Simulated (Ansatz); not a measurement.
# Quasi-harmonic thermodynamics of Rh (Rhodium, Fm-3m)

Aim: the lattice, expansion, heat capacity and bulk modulus of Rhodium as it warms.

Method: DFT LDA, scalar-relativistic, plane waves, PAW, in the first sound run; inputs show where later runs differ, in Ansatz 0.2.0.

The database entry behind the starting cell differs from later determinations by our own check (an axis about 0.2 % short against later determinations), so it need not match the best structure at ambient conditions.

## Step 1: The starting structure

Symmetry: Fm-3m, No. 225, cubic system. Conventional cell: a = 3.796 Å, b = 3.796 Å, c = 3.796 Å, α = 90.00°, β = 90.00°, γ = 90.00°. Nearest to Rh lie 12 Rh at 2.68 Å.

Structure file:

```cif
data_structure
_symmetry_space_group_name_H-M 'P 1'
_symmetry_Int_Tables_number 1
_cell_length_a 2.6840
_cell_length_b 2.6840
_cell_length_c 2.6840
_cell_angle_alpha 60.000
_cell_angle_beta 60.000
_cell_angle_gamma 60.000
_cell_volume 13.67
loop_
_atom_site_label
_atom_site_type_symbol
_atom_site_fract_x
_atom_site_fract_y
_atom_site_fract_z
_atom_site_occupancy
Rh1 Rh 0.00000 0.00000 0.00000 1
```

## Step 2: Probe on a coarse mesh

Before spending time, one coarse run tells the gap and the pressure of the starting cell.

Input file input.yaml:

```yaml
crystal:
  lattice:
    - [0.0, 1.89785, 1.89785]
    - [1.89785, 0.0, 1.89785]
    - [1.89785, 1.89785, 0.0]
  atoms:
    - { symbol: Rh, position: [0.0, 0.0, 0.0] }
kpoints:
  mp_grid: { grid: [8, 8, 8] }
hamiltonian:
  xc: lda
scf:
  occupations: { method: gaussian, width: 0.1 }
output:
  forces: true
  stress: true
  eigenvalues: true
```

On the command line:

```sh
$ ansatz run input.yaml --threads 4 --pin off --max-ram 8192MiB --backend cpu --events-out ev --progress --plain --runs-dir out
```

Numbers of over 12 decimals in the logs are rounded to 6 here.

Log:

```text
Engine: ansatz 0.2.0, aarch64-unknown-linux-gnu
Pseudopotentials: kind: paw
Pseudopotential: Rh, paw, valence charge 17, recommended cutoff 420 eV (normal), Rh.paw.azcp
Functional definition: SPW92
  exchange = slater_x
  correlation = pw_c
Crystal: 1 atoms, lattice volume = 13.671 Å³
Basis set: ecut = 420 eV, 283 PW (Γ)
Bands: 13, of which v1, the nominal top of the filled ones, is band 9 counted from 1 (8 counted from 0)
Symmetry: 48 space group operations
Space group: Fm-3m (ITA 225), of the structure as read, at distance tolerance 2.4e-5 Å
k-points: 29 of 512
Non-local potential: Rh, projectors of the file, l = 0: 3, l = 1: 2, l = 2: 2, l = 3: 1
PAW form: soft (Blöchl's): semilocal exchange-correlation on the pseudo side does not see the compensation charge
PAW frozen core: Rh, regenerated for the run's functional, and the local potential with it (the file was generated under x = pbe(κ = 0.804, μ = 0.219515), c = pbe(β = 0.066725))
PAW one-centre angular grid: Rh, 590 points (default); XC on 64 Gauss nodes
Initial density: superposition of atomic densities (neutral atoms: chi_scale 0, normalization atom), corrected by the library's trained network
Initial wavefunctions: pseudopotential atomic-orbital guess
Functional: x = slater, c = lda
SCF iter   1: F=—  HF=-6278.604592 eV  |F-HF|=—  |Δ(HF+E_count)|=         —  Δρ=9.62e-3  dr2=4.70e-3  ethr=1.77e-3  ⟨swp⟩=4.8  Hψ=2027  notcnv=0
preconditioner: auto → none  [metal: Δε(μ)=0.099 eV  Ē_g=14.056 eV  σ=0.100 eV  W_gap=0.49  n_scr=0 (ndim 8)  ℏωp=30.1 eV  f_vac=0.000  D(μ)=1.97/eV (n_scr^D=26)]
SCF iter   2: F=—  HF=-6278.603557 eV  |F-HF|=—  |Δ(HF+E_count)|=   1.03e-3  Δρ=4.42e-3  dr2=6.79e-4  ethr=2.76e-5  ⟨swp⟩=2.4  Hψ=763  notcnv=0
SCF iter   3: F=—  HF=-6278.603438 eV  |F-HF|=—  |Δ(HF+E_count)|=   1.19e-4  Δρ=2.28e-3  dr2=1.06e-4  ethr=4.00e-6  ⟨swp⟩=2.7  Hψ=581  notcnv=0
SCF iter   4: F=—  HF=-6278.603430 eV  |F-HF|=—  |Δ(HF+E_count)|=   8.29e-6  Δρ=3.68e-4  dr2=2.67e-6  ethr=6.24e-7  ⟨swp⟩=1.0  Hψ=367  notcnv=0
SCF iter   5: F=—  HF=-6278.603428 eV  |F-HF|=—  |Δ(HF+E_count)|=   2.34e-6  Δρ=3.49e-5  dr2=4.11e-8  ethr=1.57e-8  ⟨swp⟩=2.0  Hψ=394  notcnv=0
SCF iter   6: F=-6278.603428 eV  HF=-6278.603428 eV  |F-HF|=2.00e-11  |Δ(HF+E_count)|=   6.45e-9  Δρ=3.37e-6  dr2=3.14e-10  ethr=2.42e-10  ⟨swp⟩=3.2  Hψ=1407  notcnv=0
SCF 1 converged in 6 iterations: F = -6278.603428 eV  dr2 = 3.14e-10
  greatest PAW one-centre occupation: 1.000 electrons in one spin orbital (limit 2), on the Rh atom at site 0 (counted from 0), in its partial waves of l = 0
SCF converged after 6 iterations
Free energy (F): -6278.603428 eV
Harris-Foulkes:  -6278.603428 eV  (|F-HF|=2.00e-11)
Internal energy: -6278.593408 eV  (E = F + TS)
E sigma→0 (E₀):  -6278.598418 eV
Entropy (-TS):   -0.010019 eV (-10.019 meV/atom)
Fermi energy:    22.267507 eV
--- Per-component energies (eV) ---
  E_band       = -87.233876
  E_kinetic    = 573.713454
  E_local      = -1561.816538  (includes V_loc(G=0)·N_el)
  E_nonlocal   = 360.415592
  E_hartree    = 546.434883
  E_xc         = -220.710247
  E_vxc        = -278.283280  (∫ρ·V_xc dr)
  E_paw        = -3463.897571  (= ΣΔE_a)
  E_vpaw       = -274.134360  (= ΣTr[D̂ρ^β])
  E_aug_tail   = 0.000736  (compensation charges beyond the density's cutoff)
  E_ewald      = -2513.356200
  E_core_change = 0.622482  (= ΣΔE_core)
  E_smearing   = -0.010019  (= −TS)
  E_closure    = 0.000000  (closes the sum)
  Σ components = -6278.603428   (vs F -6278.603428, Δ=0.00e0)
--- Forces (eV/Å), atoms counted from 1 ---
  atom   1  Rh     0.00000000    -0.00000000     0.00000000
  max |Σ_I F_I| component: 1.97e-31 eV/Å
--- Stress (GPa, compression-positive) ---
       -8.854458       0.000000      -0.000000
        0.000000      -8.854458      -0.000000
        0.000000      -0.000000      -8.854458
  P = ⅓ Tr σ = -8.8545 GPa (-88.545 kbar)
--- Band table (eV; the first three rows and the last of 29) ---
  k-point 0: bands = [... 5 lower, 19.1108, 19.1108, 19.1108, 21.2669, 21.2669, 38.0011, 43.3210, 43.3210]
  k-point 1: bands = [... 5 lower, 18.8741, 19.3300, 19.3300, 21.1651, 21.1651, 38.8234, 40.9193, 44.2198]
  k-point 2: bands = [... 5 lower, 18.9721, 19.4864, 19.4864, 21.4248, 21.4248, 37.2627, 39.6163, 46.3750]
  k-point 28: bands = [... 5 lower, 18.3787, 18.3787, 21.0415, 23.2596, 31.8355, 31.8355, 33.3602, 34.9745]
```

The job ended after 1.8 s (4 threads of Arm Neoverse V1, shared host; peak memory 0.24 GiB).

In the SCF lines HF is the Harris–Foulkes energy and dr2 the Hartree energy of the density residual, in eV; the loop may stop once dr2 is under the threshold and the program's other checks hold. Hψ counts applications of the Hamiltonian.

This step gave:

- pressure: -8.854 GPa
- volume per atom: 13.67 Å³
- gap on the k-mesh: 0 eV

The start is under -8.9 GPa at this level and looks like a metal on this mesh.

## Step 3: A loose first relaxation

The start is far from rest, so a relaxation with loose thresholds first brings it near the minimum.

Edit input.yaml of step 2 so:

```diff
@@ -17 +17,6 @@
   eigenvalues: true
+relax:
+  adjacent_minimum: "off"
+  f_tol: 0.05
+  max_steps: 80
+  cell: { stress_tol: 0.5 }
```

Log:

```text
[...]
Crystal: 1 atoms, lattice volume = 13.671 Å³
Basis set: ecut = 420 eV, 283 PW (Γ)
Bands: 13, of which v1, the nominal top of the filled ones, is band 9 counted from 1 (8 counted from 0)
Symmetry: 48 space group operations
[...]
k-points: 29 of 512
[...]
SCF iter   1: F=—  HF=-6278.604592 eV  |F-HF|=—  |Δ(HF+E_count)|=         —  Δρ=9.62e-3  dr2=4.70e-3  ethr=1.77e-3  ⟨swp⟩=4.8  Hψ=2027  notcnv=0
[...]
SCF iter   6: F=-6278.603428 eV  HF=-6278.603428 eV  |F-HF|=2.00e-11  |Δ(HF+E_count)|=   6.45e-9  Δρ=3.37e-6  dr2=3.14e-10  ethr=2.42e-10  ⟨swp⟩=3.2  Hψ=1407  notcnv=0
SCF 1 converged in 6 iterations: F = -6278.603428 eV  dr2 = 3.14e-10
[...]
relax step   1: F+E_penalty+E_count = -6278.60342754 eV  Δ(F+E_penalty+E_count) = +0.000e0 eV  max|allowed force component| = 0.000e0 eV/Å  Δτ_max = 0.0000 Å  P = -8.854 GPa  Ω = 13.671 Å³  (6 SCF iters, dr2 threshold 1.00e-7 eV, accepted)
Crystal: 1 atoms, lattice volume = 12.912 Å³
Basis set: ecut = 420 eV, 259 PW (Γ)
[...]
iter 1 solved again at ethr=1.63e-5 eV; its pass at ethr=3.10e-3 eV (dr2=2.78e-3 eV) is discarded
[...]
SCF iter   5: F=-6278.606032 eV  HF=-6278.606032 eV  |F-HF|=2.75e-9  |Δ(HF+E_count)|=   4.13e-7  Δρ=1.47e-5  dr2=5.75e-9  ethr=5.88e-10  ⟨swp⟩=5.2  Hψ=1826  notcnv=0
SCF 2 converged in 5 iterations: F = -6278.606032 eV  dr2 = 5.75e-9
relax step   2: F+E_penalty+E_count = -6278.60603211 eV  Δ(F+E_penalty+E_count) = -2.605e-3 eV  max|allowed force component| = 0.000e0 eV/Å  Δτ_max = 0.0000 Å  P = +8.986 GPa  Ω = 12.912 Å³  energy of the carried Pulay correction = +4.855e-4 eV  (5 SCF iters, dr2 threshold 1.00e-7 eV, accepted)
Crystal: 1 atoms, lattice volume = 13.284 Å³
[...]
SCF iter   5: F=-6278.615307 eV  HF=-6278.615307 eV  |F-HF|=1.09e-9  |Δ(HF+E_count)|=   1.17e-7  Δρ=9.33e-6  dr2=2.59e-9  ethr=5.88e-10  ⟨swp⟩=4.2  Hψ=1176  notcnv=0
SCF 3 converged in 5 iterations: F = -6278.615307 eV  dr2 = 2.59e-9
relax step   3: F+E_penalty+E_count = -6278.61530663 eV  Δ(F+E_penalty+E_count) = -9.275e-3 eV  max|allowed force component| = 0.000e0 eV/Å  Δτ_max = 0.0000 Å  P = -0.515 GPa  Ω = 13.284 Å³  energy of the carried Pulay correction = +2.445e-4 eV  (5 SCF iters, dr2 threshold 1.00e-7 eV, accepted)
[...]
relax step   4: F+E_penalty+E_count = -6278.61535485 eV  Δ(F+E_penalty+E_count) = -4.822e-5 eV  max|allowed force component| = 0.000e0 eV/Å  Δτ_max = 0.0000 Å  P = -0.027 GPa  Ω = 13.263 Å³  energy of the carried Pulay correction = +2.577e-4 eV  (3 SCF iters, dr2 threshold 1.00e-7 eV, accepted)
[...]
SCF iter   4: F=-6278.615159 eV  HF=-6278.615159 eV  |F-HF|=2.73e-12  |Δ(HF+E_count)|=   1.43e-9  Δρ=9.19e-7  dr2=2.68e-11  ethr=5.88e-12  ⟨swp⟩=2.6  Hψ=1365  notcnv=0
SCF 5 converged in 4 iterations: F = -6278.615159 eV  dr2 = 2.68e-11
relax step   5: F+E_penalty+E_count = -6278.61515881 eV  Δ(F+E_penalty+E_count) = +1.960e-4 eV  max|allowed force component| = 0.000e0 eV/Å  Δτ_max = 0.0000 Å  P = -0.047 GPa  Ω = 13.263 Å³  stress off target by 4.67e-2 GPa  SCF on the basis re-selected at this cell (its energy is not comparable with the rows above)  (4 SCF iters)
basis re-selected at this cell: Δ(F+E_penalty+E_count) = +1.960e-4 eV, ΔP = -0.020 GPa vs the last step (what re-selecting the basis moved, of the pressure what is left beyond the Pulay correction that the steps carried, after the strain that the cell walked since its last selection, with what the two solves' SCF thresholds leave and, on support functions, any second-order correction that the steps lacked; it is no measure of the basis error at this ecutwfc). This SCF's stress stands 4.67e-2 GPa from its target on what of the cell is left free (relax.cell.stress_tol is 5.00e-1 GPa) and its largest allowed force component is 0.00e0 eV/Å (relax.f_tol is 5.00e-2 eV/Å): [rest of the remark cut]
SCF converged after 4 iterations
Free energy (F): -6278.615159 eV
[...]
Internal energy: -6278.605850 eV  (E = F + TS)
E sigma→0 (E₀):  -6278.610505 eV
Entropy (-TS):   -0.009309 eV (-9.309 meV/atom)
Fermi energy:    23.161064 eV
[...]
--- Stress (GPa, compression-positive) ---
       -0.046691      -0.000000      -0.000000
       -0.000000      -0.046691      -0.000000
       -0.000000      -0.000000      -0.046691
  P = ⅓ Tr σ = -0.0467 GPa (-0.467 kbar)
--- Band table (eV; the first three rows and the last of 29) ---
  k-point 0: bands = [... 5 lower, 19.8530, 19.8530, 19.8530, 22.1136, 22.1136, 38.8520, 44.3384, 44.3384]
  k-point 1: bands = [... 5 lower, 19.6042, 20.0818, 20.0818, 22.0046, 22.0046, 39.7287, 41.9304, 45.2804]
  k-point 2: bands = [... 5 lower, 19.7216, 20.2438, 20.2438, 22.2749, 22.2749, 38.3546, 40.6091, 47.6091]
  k-point 28: bands = [... 5 lower, 19.0947, 19.0947, 21.8667, 24.2094, 32.9584, 32.9584, 34.5452, 36.1645]
--- Relaxed structure (4 steps of the walk, 4 accepted, 1 SCFs on fresh bases) ---
  F+E_penalty+E_count = -6278.61515881 eV   max|allowed force component| = 0.000e0 eV/Å   (the final SCF, on the basis selected at the relaxed cell)
  cell:  # Å, volume = 13.2631 Å³
    - [0, 1.878760, 1.878760]
    - [1.878760, 0, 1.878760]
    - [1.878760, 1.878760, 0]
  atoms:
    - { symbol: Rh, position: [0.0, 0.0, 0.0] }
```

Wall time 1.9 s (4 threads); peak memory 0.25 GiB; 3.4 s of CPU time.

Relaxation path:

```
step  energy less that of the first step (eV)  largest force component (eV/Å)  pressure (GPa)  volume (Å³)
   1                                   0.0000                          0.0000           -8.85        13.67
   2                                  -0.0026                          0.0000            8.99        12.91
   3                                  -0.0119                          0.0000           -0.51        13.28
   4                                  -0.0119                          0.0000           -0.03        13.26
  5*                                  -0.0117                          0.0000           -0.05        13.26
```

Relaxation steps marked * repeat the geometry before them on a plane-wave basis chosen anew for their cell, so energy and pressure can jump there.

```
conventional cell, symmetrised  before  after  change
                         a (Å)   3.796  3.758  -1.0 %
                         b (Å)   3.796  3.758  -1.0 %
                         c (Å)   3.796  3.758  -1.0 %
              volume (Å³/atom)   13.67  13.26  -3.0 %
```

Final coordinates:

```
Rh
1.0
     0.00000    1.87876    1.87876
     1.87876    0.00000    1.87876
     1.87876    1.87876    0.00000
Rh
1
Direct
  0.00000 0.00000 0.00000
```

This step gave:

```yaml
pressure: -0.04669 GPa
volume_per_atom: 13.26 Å³
```

The relaxation ends with a pressure of -0.05 GPa.

[end of part 1 of 5]

[Logs are printed without paths, hosts, clocks, repeated set-up lines and the standing remarks that a program may print on its own settings, such as how far it seeks lower states.]

[Hosts, paths, dates, database ids (printed as entryN), source tags and the programs' standing remarks are cut or masked in the printed files.]

[A step with changed settings may run another functional than the one named; its input shows which.]
